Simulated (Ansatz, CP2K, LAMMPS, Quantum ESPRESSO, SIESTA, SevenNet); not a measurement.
# Amorphous 61SiO2-39B2O3 (mol %) (106 atoms): relaxed, then solved by several programs

What does relaxation change in amorphous 61SiO2-39B2O3 (mol %) (106 atoms), and how far do other programs agree with plane waves on the relaxed cell?

These are calculated values.

## (1) The structure

The cell holds 106 atoms (17 Si, 22 B and 67 O), with edges of 11.36, 11.36 and 11.36 Å. Recipe: 106 atoms (17 Si, 22 B, 67 O) placed at random at 2.02 g/cm³, melted at 4000 K for 10 ps at fixed volume with the Buckingham and Coulomb pair potential of Guillot and Sator (Geochim. Cosmochim. Acta 71, 1249 (2007)) with the boron terms of Wang et al. (J. Non-Cryst. Solids 498, 294 (2018)). Quenched from 4000 K to 300 K at 100 K/ps and fixed volume, held 5 ps, then minimised at fixed cell. Then the atoms were relaxed with SevenNet l3i5 in the fixed cell. Then the atoms were relaxed with CP2K double zeta, PBE.

## (2) The relaxation

CP2K double zeta (DZVP-MOLOPT-SR, GTH-PBE potentials, 480 Ry; k-points Γ) took 25 geometry steps and reached its thresholds. It started from the geometry that SevenNet l3i5 had relaxed.

The job ended after 8.5 min (4 MPI ranks of Intel Xeon 6975P-C (Granite Rapids), shared host; peak memory 2.5 GiB).

```
                                before          after
      energy (meV/atom)              0           -2.6
Si-O bonds under 2.08 Å  68 at 1.633 Å  68 at 1.635 Å
 B-O bonds under 1.77 Å  66 at 1.373 Å  66 at 1.379 Å
```

Atoms moved by 0.03 Å r.m.s. and 0.07 Å at most, with the common shift taken off.

## (3) Local order after relaxation

Density 2.02 g/cm³, 13.83 Å³ an atom.

g(r), total and by pair (bins of 0.2 Å):

```
r (Å)  total   O-O    O-B   O-Si   B-B  B-Si  Si-Si
 1.30   3.57  0.00  13.60   0.00  0.00  0.00   0.00
 1.50   0.05  0.00   0.20   0.00  0.00  0.00   0.00
 1.70   2.66  0.00   0.00  13.10  0.00  0.00   0.00
 1.90   0.00  0.00   0.00   0.00  0.00  0.00   0.00
 2.10   0.00  0.00   0.00   0.00  0.00  0.00   0.00
 2.30   0.81  2.04   0.00   0.00  0.00  0.00   0.00
 2.50   0.74  1.40   0.06   0.00  2.65  0.70   0.00
 2.70   1.62  3.33   0.10   0.00  2.36  2.48   0.00
 2.90   0.49  0.12   0.38   0.12  0.00  4.34   1.37
 3.10   0.66  0.79   0.65   0.17  0.24  0.00   4.99
 3.30   0.74  0.63   1.19   0.84  0.22  0.00   0.00
 3.50   1.06  0.95   1.43   1.35  0.38  0.38   0.00
 3.70   1.23  0.72   1.98   1.69  1.03  0.57   0.00
 3.90   1.11  0.53   1.40   2.12  1.24  0.62   0.51
 4.10   0.94  0.77   1.07   1.25  0.57  0.65   1.20
 4.30   1.04  1.05   0.71   1.25  1.31  1.26   1.75
 4.50   0.93  1.09   0.74   0.66  1.43  1.22   1.18
 4.70   1.08  1.41   0.57   0.82  1.31  1.77   0.91
 4.90   1.20  1.46   1.08   0.81  1.21  1.23   1.52
 5.10   1.00  1.23   0.79   0.71  1.02  1.32   1.24
 5.30   1.03  1.00   1.15   0.89  1.12  1.00   1.15
 5.50   0.97  0.88   1.12   1.01  0.96  0.77   0.81
```

Bonds by pair of elements; cutoffs follow the first minimum of g(r), held within bounds set by covalent radii, and pairs that aren't listed don't count as bonded:

```
pair A-B  cutoff (Å)  bonds  mean length (Å)  spread (Å)  shortest (Å)  B about A  A about B
     O-B        1.77     66             1.38       0.009          1.36      0.985          3
    O-Si        2.08     68             1.64       0.011          1.61       1.01          4
```

How many atoms have how many bonded neighbours:

```
element  mean   2   3   4
      B     3   0  22   0
      O     2  67   0   0
     Si     4   0   0  17
```

Bond angles (no mean is given where the spread exceeds 20°):

```
  angle  count  mean (°)  spread (°)
 O-Si-O    102       109         3.1
  O-B-O     66       120         2.3
 B-O-Si     38       139        12.6
Si-O-Si     15       143        10.1
  B-O-B     14       145        14.2
```

Oxygen atoms by the number of network formers (Si, P, Ge, B, Al, As, Ga) bound to them:

```
network formers bound to O  O atoms  per cent
                         0        0         0
                         1        0         0
                         2       67       100
```

Network units: each former by its oxygen neighbours and how many of them bridge to another former:

```
former  O neighbours  bridging O  atoms
    Si             4           4     17
     B             3           3     22
```

Rings of the network by King's shortest-path rule, up to 12 atoms, one path for each pair of neighbours; H, halogens, alkali and alkaline-earth atoms are left out, and the last column divides by all other atoms, bonded or not:

```
ring size (atoms)  rings  per network atom
                8      3             0.028
               10      8             0.075
               12      4             0.038
```

With the cutoffs above, all B atoms have 3, all O atoms have 2 and all Si atoms have 4 bonded neighbours. The O-Si-O angle averages 109° with a spread of 3°. 100 % of the oxygens bridge two formers (Si and B) and 0 % are non-bridging. The commonest B unit has 3 oxygens, 3 of them shared with other formers (22 of 22 atoms). Rings of 10 atoms are the most common (53 % of those counted); sizes run from 8 to 12, where the search stops.

## (4) The plane-wave reference

Quantum ESPRESSO 7.5: Kohn-Sham DFT, PBE, SSSP efficiency 1.3.0 pseudopotentials, plane waves. Its input for the relaxed cell:

```
&control
  calculation = 'scf'
  pseudo_dir = './pseudo'
  outdir = './tmp'
  disk_io = 'none'
  tprnfor = .true.
  tstress = .true.
/
&system
  ibrav = 0
  nat = 106
  ntyp = 3
  ecutwfc = 60
  ecutrho = 480
  nosym = .true.
  occupations = 'smearing'
  smearing = 'fd'
  degauss = 0.003675
/
&electrons
  conv_thr = 5.3e-07
  electron_maxstep = 100
  mixing_beta = 0.4
  mixing_mode = 'plain'
  diagonalization = 'david'
/
ATOMIC_SPECIES
Si 28.085 Si.upf
B 10.810 B.upf
O 15.999 O.upf
CELL_PARAMETERS angstrom
11.35950 0.00000 0.00000
0.00000 11.35950 0.00000
0.00000 0.00000 11.35950
ATOMIC_POSITIONS crystal
Si 0.17198 0.14720 0.79049
Si 0.42789 0.19602 0.48068
Si 0.79123 0.48431 0.44296
[... 101 atom lines left out ...]
O 0.38118 0.86192 0.57325
O 0.44670 0.47377 0.31374
K_POINTS gamma
```

Run time: 2.4 min. Hardware: 4 MPI ranks of Intel Xeon 6975P-C (Granite Rapids), shared host; peak memory 4.7 GiB.

## (5) All levels at this geometry

CPU times are from a shared host and are rough.

| level | basis or training data | k-points | own r.m.s. force (meV/Å) | difference from the reference (meV/Å) | pressure (GPa) | Kohn-Sham gap (eV) | CPU time | memory (GiB) |
| --- | --- | --- | --- | --- | --- | --- | --- | --- |
| QE, PBE | plane waves, SSSP efficiency, 60/480 Ry | Γ | 140 | - | -1.56 | 5.45 | 9.4 min | 4.7 |
| CP2K triple zeta, PBE | TZV2P-UZH, GTH-PBE potentials, 600 Ry | Γ | 121 | 148 | -1.49 | 5.45 | 14 min | 7.1 |
| SIESTA DZP, PBE | DZP orbitals, shift 0.01 Ry, mesh 400 Ry | Γ | 160 | 143 | 0.34 | 6.03 | 4.1 min | 2.4 |
| SevenNet l3i5 | trained on PBE(+U) plane-wave data | - | 138 | 38 | -1.14 | - | 9.5 s | 1.7 |

The gap is the spacing of the highest filled and lowest empty Kohn-Sham level on the mesh; a dash marks partly filled levels, a spacing under 0.15 eV or a method without such levels.

## (6) What came out

Relaxation in the fixed cell lowers the energy by 3 meV/atom at its own level and moves atoms by up to 0.07 Å. The reference finds an r.m.s. force of 140 meV/Å there and a pressure of -1.56 GPa, at a geometry that CP2K double zeta made. Forces differ from the reference's by 38 meV/Å (SevenNet l3i5), 143 meV/Å (SIESTA DZP, PBE) and 148 meV/Å (CP2K triple zeta, PBE).

CP2K double zeta is at its own minimum here, so the reference's force is itself a measure of how the two differ. Pressures lie +0.4 GPa (SevenNet l3i5), +0.1 GPa (CP2K triple zeta, PBE) and +1.9 GPa (SIESTA DZP, PBE) from the reference's. The highest filled and lowest empty levels lie 5.45 eV apart in the reference, against 5.45 eV in CP2K triple zeta, PBE and 6.03 eV in SIESTA DZP, PBE. With the cutoffs above, all B atoms have 3, all O atoms have 2 and all Si atoms have 4 bonded neighbours. 100 % of the oxygens bridge two formers (Si and B) and 0 % are non-bridging.

**Limits.** The density was set by the recipe and held. One sample of a disordered cell; defect or tail levels can set the gap. Gaps are read on the mesh, which holds the band edges only if they fold onto it, and semilocal functionals tend to put them under measured ones. The quench rate of 100 K/ps is many orders above laboratory rates, so the cell is likely richer in defects and strain than a real sample. The reference samples only Γ, in a cell whose shortest periodic width is 11 Å. The plane-wave runs aren't exact: their cutoffs and mesh weren't converged further here. SIESTA's automatically made basis is far from complete, and its potentials were converted by us (checked for H, C, O, Si, Ge and Ca alone). Where levels are smeared, the DFT runs use Fermi–Dirac occupations at 580 K (0.05 eV), and energies are free energies.

[Logs are printed without paths, hosts, clocks, repeated set-up lines and the standing remarks that a program may print on its own settings, such as how far it seeks lower states.]

[Hosts, paths, dates, database ids (printed as entryN), source tags and the programs' standing remarks are cut or masked in the printed files.]
